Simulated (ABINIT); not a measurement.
# Cs3SBr (Pm-3m): modes at Γ and the response to a field, part 2 of 2

Which modes does Cs3SBr (Pm-3m) have at the zone centre?

ABINIT 10.8.3; DFT LDA, scalar-relativistic, plane waves, PseudoDojo norm-conserving pseudopotentials.

So far. Step 4 (Relaxing the cell and atoms): The volume changes by -0.6 % in this run and stands -11.9 % from the first cell. The relaxed cell has a = 6.394 Å (conventional setting).

The structure was built from a prototype and need not be the compound's stable phase.

**7. Zone-centre response**

The derivative of the wavefunctions by k comes first, since the response to a field is built on it; then the field and the displacements that symmetry doesn't supply are solved at q = 0.

It reads the wavefunctions written in step 5.

dfpt_gamma.abi reads:

```
ndtset 2

# common to the responses
getwfk_filepath "gso_WFK"
kptopt 2
nqpt 1
qpt 0.0 0.0 0.0
asr 0
chneut 0

# d/dk
rfelfd1 2
rfdir1 1 1 1
iscf1 -3
tolwfr1 1.0d-20

# displacements, field
rfphon2 1
rfatpol2 1 5
rfdir2 1 1 1
rfelfd2 3
getddk2 1
tolvrs2 1.0d-10
prtwf2 0

# basis, mesh and filling
ecut 21.0
ngkpt 4 4 4
nshiftk 1
shiftk 0.5 0.5 0.5
istwfk *1
occopt 1
nband 20
nstep 100
diemac 9.0
prtebands 0
prtgsr 0
useylm 1

# cell and atoms
acell 3*1.0 Angstrom
rprim 
    6.393884361 0.0 0.0
    0.0 6.393884361 0.0
    0.0 0.0 6.393884361
ntypat 3
znucl 35 16 55
natom 5
typat 1 2 3 3 3
xred 
    0.0 0.0 0.0
    0.5 0.5 0.5
    0.5 0.5 0.0
    0.5 0.0 0.5
    0.0 0.5 0.5
pp_dirpath "./pseudo"
pseudos "Br.upf, S.upf, Cs.upf"
```

Launch:

```
> OMP_NUM_THREADS=1 mpirun -n 4 abinit dfpt_gamma.abi > dfpt_gamma.log
```

Numbers of over 12 decimals in the logs are rounded to 6 here.

dfpt_gamma.abo, the main output file:

```text
[banners, grids, parts of the stress and lines that vanish by symmetry left out]
- input  file    -> dfpt_gamma.abi
- output file    -> dfpt_gamma.abo
- root for input  files -> dfpt_gammai
[...]
DATASET    1 : space group Pm -3 m (#221); Bravais cP (primitive cubic)
[...]
nfft =      125000          nkpt =          32
[...]
DATASET    2 : space group Pm -3 m (#221); Bravais cP (primitive cubic)
[...]
nfft =      125000          nkpt =          32
[...]
== DATASET  1 ==================================================================
[...]
cutoff_energies: {ecut:  21.0, pawecutdg:  -1.0, }
[...]
- 55.00000   9.00000  201201                  znucl, zion, pspdat
[...]
Perturbation : derivative vs k along direction   1
[...]
-ETOT  1  -11.866811980463     -1.187E+01 1.761E-02 0.000E+00
 ETOT  2  -11.882700579023     -1.589E-02 1.935E-03 0.000E+00
 ETOT  3  -11.883280971684     -5.804E-04 4.802E-05 0.000E+00
 ETOT  4  -11.883320249653     -3.928E-05 7.326E-06 0.000E+00
 ETOT  5  -11.883323598853     -3.349E-06 4.316E-07 0.000E+00
[...]
At SCF step   20   max residual=  9.90E-21 < tolwfr=  1.00E-20 =>converged.
[...]
Perturbation : derivative vs k along direction   2
[...]
-ETOT  1  -11.866818756084     -1.187E+01 1.761E-02 0.000E+00
[...]
At SCF step   20   max residual=  9.90E-21 < tolwfr=  1.00E-20 =>converged.
[...]
Perturbation : derivative vs k along direction   3
[...]
-ETOT  1  -11.866811981630     -1.187E+01 1.761E-02 0.000E+00
[...]
At SCF step   20   max residual=  9.90E-21 < tolwfr=  1.00E-20 =>converged.
[...]
1        1       1.2526170554    0.0000000000
     1        2       0.0000000000    0.0000000000
     1        3       0.0000000000    0.0000000000
     2        1       0.0000000000    0.0000000000
     2        2       1.2526170553   -0.0000000000
     2        3       0.0000000000    0.0000000000
     3        1       0.0000000000    0.0000000000
     3        2       0.0000000000    0.0000000000
     3        3       1.2526170553   -0.0000000000
[...]
== DATASET  2 ==================================================================
[...]
cutoff_energies: {ecut:  21.0, pawecutdg:  -1.0, }
[...]
Perturbation : displacement of atom   1   along direction   1
[...]
-ETOT  1  0.354081     -1.304E+03 3.179E+00 2.367E+03
[...]
At SCF step   12       vres2   =  9.84E-11 < tolvrs=  1.00E-10 =>converged.
[...]
Perturbation : displacement of atom   2   along direction   1
[...]
-ETOT  1   8.711832     -1.081E+03 1.857E+00 1.331E+04
[...]
At SCF step   13       vres2   =  5.13E-11 < tolvrs=  1.00E-10 =>converged.
[...]
Perturbation : displacement of atom   3   along direction   1
[...]
-ETOT  1  0.225928     -1.479E+03 2.510E+00 7.589E+02
[...]
At SCF step   13       vres2   =  1.16E-11 < tolvrs=  1.00E-10 =>converged.
[...]
Perturbation : displacement of atom   3   along direction   3
[...]
-ETOT  1   7.204020     -1.438E+03 5.269E+00 3.571E+02
[...]
At SCF step   13       vres2   =  2.39E-11 < tolvrs=  1.00E-10 =>converged.
[...]
Perturbation : homogeneous electric field along direction   1
[...]
-ETOT  1  -54.525367118115     -5.453E+01 8.635E-01 3.470E+04
[...]
ETOT 13  -72.101722567293     -1.450E-11 1.931E-12 7.982E-10
 ETOT 14  -72.101722567294     -1.421E-12 2.653E-13 1.831E-11
 At SCF step   14       vres2   =  1.83E-11 < tolvrs=  1.00E-10 =>converged.
[...]
Dielectric tensor, in cartesian coordinates,
[...]
1    7   1    7         2.8994686058        -0.0000000000
   1    7   2    7        -0.0000000000        -0.0000000000
   1    7   3    7        -0.0000000000        -0.0000000000
   2    7   1    7        -0.0000000000        -0.0000000000
   2    7   2    7         2.8994686058        -0.0000000000
   2    7   3    7        -0.0000000000        -0.0000000000
   3    7   1    7        -0.0000000000        -0.0000000000
   3    7   2    7        -0.0000000000        -0.0000000000
   3    7   3    7         2.8994686058        -0.0000000000
  Effective charges, in cartesian coordinates,
[...]
1    1   1    7        -1.3306689462         0.0000000000
   2    1   1    7         0.0000000000         0.0000000000
   3    1   1    7         0.0000000000         0.0000000000
   1    2   1    7        -2.4512812925         0.0000000000
   2    2   1    7         0.0000000000         0.0000000000
[...]
Effective charges, in cartesian coordinates,
[...]
2    7   1    5         0.0000000000         0.0000000000
   3    7   1    5         0.0000000000         0.0000000000
   1    7   2    5         0.0000000000         0.0000000000
   2    7   2    5         1.0275771187         0.0000000000
   3    7   2    5         0.0000000000         0.0000000000
   1    7   3    5         0.0000000000         0.0000000000
   2    7   3    5         0.0000000000         0.0000000000
   3    7   3    5         1.0275771187         0.0000000000
  Phonon wavevector (reduced coordinates) :  0.00000  0.00000  0.00000
 Phonon energies in Hartree :
[...]
Phonon frequencies in cm-1    :
- -4.774541E+01 -4.774541E+01 -4.774541E+01 -3.155693E+01 -3.155693E+01
- -3.155693E+01  1.741351E-01  1.741358E-01  1.741377E-01  3.394676E+01
-  3.394676E+01  3.394676E+01  1.680151E+02  1.680151E+02  1.680151E+02
  Phonon at Gamma, with non-analyticity in the
[...]
Phonon energies in Hartree :
[...]
Phonon frequencies in cm-1    :
- -4.774541E+01 -4.774541E+01 -3.155693E+01 -3.155693E+01 -3.155693E+01
- -3.657955E+00  1.741351E-01  1.741358E-01  8.440079E+00  3.394676E+01
-  3.394676E+01  3.674614E+01  1.680151E+02  1.680151E+02  2.047377E+02
  Phonon at Gamma, with non-analyticity in the
[...]
Phonon energies in Hartree :
[...]
Phonon frequencies in cm-1    :
- -4.774541E+01 -4.774541E+01 -3.155693E+01 -3.155693E+01 -3.155693E+01
- -3.657955E+00  1.741351E-01  1.741377E-01  8.440079E+00  3.394676E+01
-  3.394676E+01  3.674614E+01  1.680151E+02  1.680151E+02  2.047377E+02
  Phonon at Gamma, with non-analyticity in the
[...]
Phonon energies in Hartree :
[...]
Phonon frequencies in cm-1    :
- -4.774541E+01 -4.774541E+01 -3.155693E+01 -3.155693E+01 -3.155693E+01
- -3.657955E+00  1.741358E-01  1.741377E-01  8.440079E+00  3.394676E+01
-  3.394676E+01  3.674614E+01  1.680151E+02  1.680151E+02  2.047377E+02
[...]
fcart2     0.0000000000E+00  0.0000000000E+00  0.0000000000E+00
           strten2     0.0000000000E+00  0.0000000000E+00  0.0000000000E+00
================================================================================
```

Wall time 9 min (4 MPI ranks of Arm Neoverse V2, shared host).

Numbers from this step:

* miss of the charge sum rule: 0.07581 e
* largest acoustic frequency at the zone centre before the sum rule: 0.17 cm⁻¹
* highest optical zone-centre mode (no LO-TO term): 168.0 cm⁻¹
* lowest optical zone-centre mode: -47.75 cm⁻¹
* mean high-frequency dielectric constant: 2.900
* largest Born charge in size (third of the trace): 2.451 e

Born charge (rows field, columns displacement), before the sum rule (e), principal values of the symmetric part by kind of site:

```csv
atom,atoms with these values,low,middle,high,mean
Br1,1,-1.33,-1.33,-1.33,-1.33
S2,1,-2.45,-2.45,-2.45,-2.45
Cs3,3,1.03,1.03,1.80,1.29
```

In full for Br1:

```
-1.33  0.00  0.00
 0.00 -1.33  0.00
 0.00  0.00 -1.33
```

High-frequency dielectric tensor:

```
2.90 0.00 0.00
0.00 2.90 0.00
0.00 0.00 2.90
```

The acoustic modes at Γ come out as far as 0.2 cm⁻¹ from zero, where they should vanish, a small numerical error; the Born charges miss their sum rule by 0.076 e, too much: mesh or cutoff is short for the field response. The lowest optical mode is imaginary, 48i cm⁻¹, an instability at this level and on this k mesh.

**8. Zone-centre analysis**

anaddb reads the merged derivatives, imposes the acoustic sum rule and charge neutrality, and adds the LO-TO term along chosen directions.

anaddb.abi reads:

```
ddb_filepath "gamma_DDB"
output_file "anaddb.abo"
outdata_prefix "anaddb"
asr 1
chneut 1
enunit 2
eivec 1
nph1l 1
qph1l 0.0 0.0 0.0 1.0
dieflag 2
nph2l 3
qph2l 
    1.0 0.0 0.0 0.0
    0.0 0.0 1.0 0.0
    1.0 1.0 1.0 0.0
```

mrgddb.in reads:

```
gamma_DDB
merged
2
dfpt_gammao_DS2_DDB
gso_DDB
```

Launch:

```
> mrgddb < mrgddb.in > mrgddb.log
> OMP_NUM_THREADS=1 anaddb anaddb.abi > anaddb.log
```

anaddb.abo, the main output file:

```text
[banners, grids, parts of the stress and lines that vanish by symmetry left out]
-outvars_anaddb: echo values of input variables ----------------------

 Flags :
[...]
Dielectric Tensor and Effective Charges
[...]
Effective charge tensors after
[...]
Phonon wavevector (reduced coordinates) :  0.00000  0.00000  0.00000
 Phonon energies in Hartree :
[...]
Phonon energies in meV     :
- -5.919762E+00 -5.919762E+00 -5.919762E+00 -3.912547E+00 -3.912547E+00
- -3.912547E+00  0.000000E+00  0.000000E+00  0.000000E+00  4.208725E+00
-  4.208725E+00  4.208725E+00  2.083116E+01  2.083116E+01  2.083116E+01
 Phonon frequencies in cm-1    :
- -4.774610E+01 -4.774610E+01 -4.774610E+01 -3.155682E+01 -3.155682E+01
- -3.155682E+01  0.000000E+00  0.000000E+00  0.000000E+00  3.394566E+01
-  3.394566E+01  3.394566E+01  1.680146E+02  1.680146E+02  1.680146E+02
 Phonon frequencies in Thz     :
- -1.431392E+00 -1.431392E+00 -1.431392E+00 -9.460497E-01 -9.460497E-01
- -9.460497E-01  0.000000E+00  0.000000E+00  0.000000E+00  1.017665E+00
-  1.017665E+00  1.017665E+00  5.036951E+00  5.036951E+00  5.036951E+00
 Phonon energies in Kelvin  :
- -6.869599E+01 -6.869599E+01 -6.869599E+01 -4.540323E+01 -4.540323E+01
- -4.540323E+01  0.000000E+00  0.000000E+00  0.000000E+00  4.884023E+01
-  4.884023E+01  4.884023E+01  2.417355E+02  2.417355E+02  2.417355E+02
[...]
-  1  0.00000000E+00  0.00000000E+00 -1.96498859E-03
-     0.00000000E+00  0.00000000E+00  0.00000000E+00
-  2  0.00000000E+00  0.00000000E+00 -7.31119527E-04
-     0.00000000E+00  0.00000000E+00  0.00000000E+00
-  3  0.00000000E+00  0.00000000E+00 -3.89131408E-04
-     0.00000000E+00  0.00000000E+00  0.00000000E+00
-  4  0.00000000E+00  0.00000000E+00  8.73449368E-04
-     0.00000000E+00  0.00000000E+00  0.00000000E+00
-  5  0.00000000E+00  0.00000000E+00  8.73449368E-04
-     0.00000000E+00  0.00000000E+00  0.00000000E+00
[...]
-  1  0.00000000E+00  1.96498859E-03  0.00000000E+00
-     0.00000000E+00  0.00000000E+00  0.00000000E+00
-  2  0.00000000E+00  7.31119527E-04  0.00000000E+00
-     0.00000000E+00  0.00000000E+00  0.00000000E+00
-  3  0.00000000E+00 -8.73449368E-04  0.00000000E+00
-     0.00000000E+00  0.00000000E+00  0.00000000E+00
-  4  0.00000000E+00  3.89131408E-04  0.00000000E+00
-     0.00000000E+00  0.00000000E+00  0.00000000E+00
-  5  0.00000000E+00 -8.73449368E-04  0.00000000E+00
-     0.00000000E+00  0.00000000E+00  0.00000000E+00
[...]
-  1  1.96498859E-03  0.00000000E+00  0.00000000E+00
-     0.00000000E+00  0.00000000E+00  0.00000000E+00
-  2  7.31119527E-04  0.00000000E+00  0.00000000E+00
-     0.00000000E+00  0.00000000E+00  0.00000000E+00
-  3 -8.73449368E-04  0.00000000E+00  0.00000000E+00
-     0.00000000E+00  0.00000000E+00  0.00000000E+00
-  4 -8.73449368E-04  0.00000000E+00  0.00000000E+00
-     0.00000000E+00  0.00000000E+00  0.00000000E+00
[...]
Phonon at Gamma, with non-analyticity in the
[...]
Phonon energies in Hartree :
[...]
Phonon energies in meV     :
- -5.919762E+00 -5.919762E+00 -3.912547E+00 -3.912547E+00 -3.912547E+00
-  0.000000E+00  0.000000E+00  0.000000E+00  9.984603E-01  4.208725E+00
[...]
Phonon frequencies in cm-1    :
[...]
Phonon frequencies in Thz     :
[...]
Phonon energies in Kelvin  :
[...]
-  0.000000E+00  0.000000E+00  0.000000E+00  1.158665E+01  4.884023E+01
-  4.884023E+01  5.297964E+01  2.417355E+02  2.417355E+02  2.949726E+02
[...]
-  5  0.00000000E+00  0.00000000E+00  1.43659248E-03
-     0.00000000E+00  0.00000000E+00  0.00000000E+00
[...]
-  1  0.00000000E+00  0.00000000E+00  0.00000000E+00
-     0.00000000E+00  0.00000000E+00  0.00000000E+00
-  2  0.00000000E+00  0.00000000E+00  0.00000000E+00
-     0.00000000E+00  0.00000000E+00  0.00000000E+00
-  3  0.00000000E+00  1.43659248E-03  0.00000000E+00
-     0.00000000E+00  0.00000000E+00  0.00000000E+00
-  4  0.00000000E+00  0.00000000E+00  0.00000000E+00
-     0.00000000E+00  0.00000000E+00  0.00000000E+00
-  5  0.00000000E+00 -1.43659248E-03  0.00000000E+00
-     0.00000000E+00  0.00000000E+00  0.00000000E+00
[...]
Phonon at Gamma, with non-analyticity in the
[...]
Phonon energies in Hartree :
[...]
Phonon energies in meV     :
- -5.919762E+00 -5.919762E+00 -3.912547E+00 -3.912547E+00 -3.912547E+00
-  0.000000E+00  0.000000E+00  0.000000E+00  9.984603E-01  4.208725E+00
-  4.208725E+00  4.565432E+00  2.083116E+01  2.083116E+01  2.541877E+01
 Phonon frequencies in cm-1    :
- -4.774610E+01 -4.774610E+01 -3.155682E+01 -3.155682E+01 -3.155682E+01
[...]
Phonon frequencies in Thz     :
[...]
Phonon energies in Kelvin  :
[...]
Phonon at Gamma, with non-analyticity in the
[...]
Phonon energies in Hartree :
[...]
Phonon energies in meV     :
[...]
Phonon frequencies in cm-1    :
[...]
Phonon frequencies in Thz     :
[...]
Phonon energies in Kelvin  :
[...]
-  0.000000E+00  0.000000E+00  0.000000E+00  1.158665E+01  4.884023E+01
-  4.884023E+01  5.297964E+01  2.417355E+02  2.417355E+02  2.949726E+02
[...]
-  4 -8.34083720E-05 -5.16615043E-04  3.22274202E-05
-     0.00000000E+00  0.00000000E+00  0.00000000E+00
-  5  8.41915169E-04  5.11809517E-05  3.22274202E-05
-     0.00000000E+00  0.00000000E+00  0.00000000E+00
[...]
;  5 -5.32418266E-04 -3.19111408E-05 -3.19111408E-05
;     0.00000000E+00  0.00000000E+00  0.00000000E+00
-
```

Wall time 0.64 s (1 thread).

Numbers from this step:

| Item | Value |
| --- | --- |
| highest mode moved by the LO-TO term | 205.0 cm⁻¹ |

No LO-TO term; unit eigenvectors of the mass-weighted matrix, from anaddb's displacements. The modes at Γ (shares of kinetic energy by element, %) (negative means imaginary):

```csv
mode,frequency (cm⁻¹),symmetry,Br %,S %,Cs %
1,-47.7,T1u,56,3,41
2,-47.7,T1u,56,3,41
3,-47.7,T1u,56,3,41
4,-31.6,T2u,0,0,100
5,-31.6,T2u,0,0,100
6,-31.6,T2u,0,0,100
7,0.0,acoustic,16,6,78
8,0.0,acoustic,16,6,78
9,0.0,acoustic,16,6,78
10,33.9,T1u,28,17,55
11,33.9,T1u,28,17,55
12,33.9,T1u,28,17,55
13,168.0,T1u,0,73,27
14,168.0,T1u,0,73,27
15,168.0,T1u,0,73,27
```

Displacements in mode 1 (-47.7 cm⁻¹), the largest set to 1:
```
Br1  0.00  0.00 -1.00
S2   0.00  0.00 -0.37
Cs3  0.00  0.00 -0.20
Cs4  0.00  0.00  0.44
Cs5  0.00  0.00  0.44
```

Displacements in mode 4 (-31.6 cm⁻¹), the largest set to 1:
```
Br1  0.00  0.00  0.00
S2   0.00  0.00  0.00
Cs3  0.00  0.00  0.00
Cs4  0.00  0.00 -1.00
Cs5  0.00  0.00  1.00
```

With imaginary modes the relaxed-ion tensors have no meaning and are not tabulated.

The rule moves no optical mode by more than 0.1 cm⁻¹.

**9. Outcome**

```yaml
space_group_after_relaxation: Pm-3m
volume_per_atom: 52.3 Å³
highest_optical_zone_centre_mode_no_lo_to_term: 168.0 cm⁻¹
lowest_optical_zone_centre_mode: -47.8 cm⁻¹
highest_mode_moved_by_the_lo_to_term_probably_not_converged_in_the_k_mesh: 205.0 cm⁻¹
mean_high_frequency_dielectric_constant_probably_not_converged_in_the_k_mesh: 2.90
largest_born_charge_in_size_third_of_the_trace_probably_not_converged_in_the_k_mesh: 2.45 e
imaginary_optical_modes_at_the_zone_centre_no_q_mesh_in_this_session: yes
```

In words: At the LDA level the optical modes of Cs3SBr (Pm-3m) at the zone centre (no LO-TO term) run from 48i to 168 cm⁻¹, so the structure is a saddle point, with 6 modes beyond 10i cm⁻¹ there. Along the directions run, the highest mode that the macroscopic field moves lies at 205 cm⁻¹. The Born charges miss their sum rule by 0.076 e, a sign that the k mesh or the cutoff is short for the field response. ε∞, the Born charges and what follows from them are probably not converged in the k mesh. These are harmonic frequencies at zero temperature: anharmonic shifts and linewidths and thermal expansion are left out. Spin-orbit coupling is left out, which can matter for the heavy elements here. The structure is a hypothetical one, built on a prototype.

[Host names and launcher messages were left out of these logs when they were recorded.]

[Logs are printed without paths, hosts, clocks, repeated set-up lines and the standing remarks that a program may print on its own settings, such as how far it seeks lower states.]

[Hosts, paths, dates, database ids (printed as entryN), source tags and the programs' standing remarks are cut or masked in the printed files.]
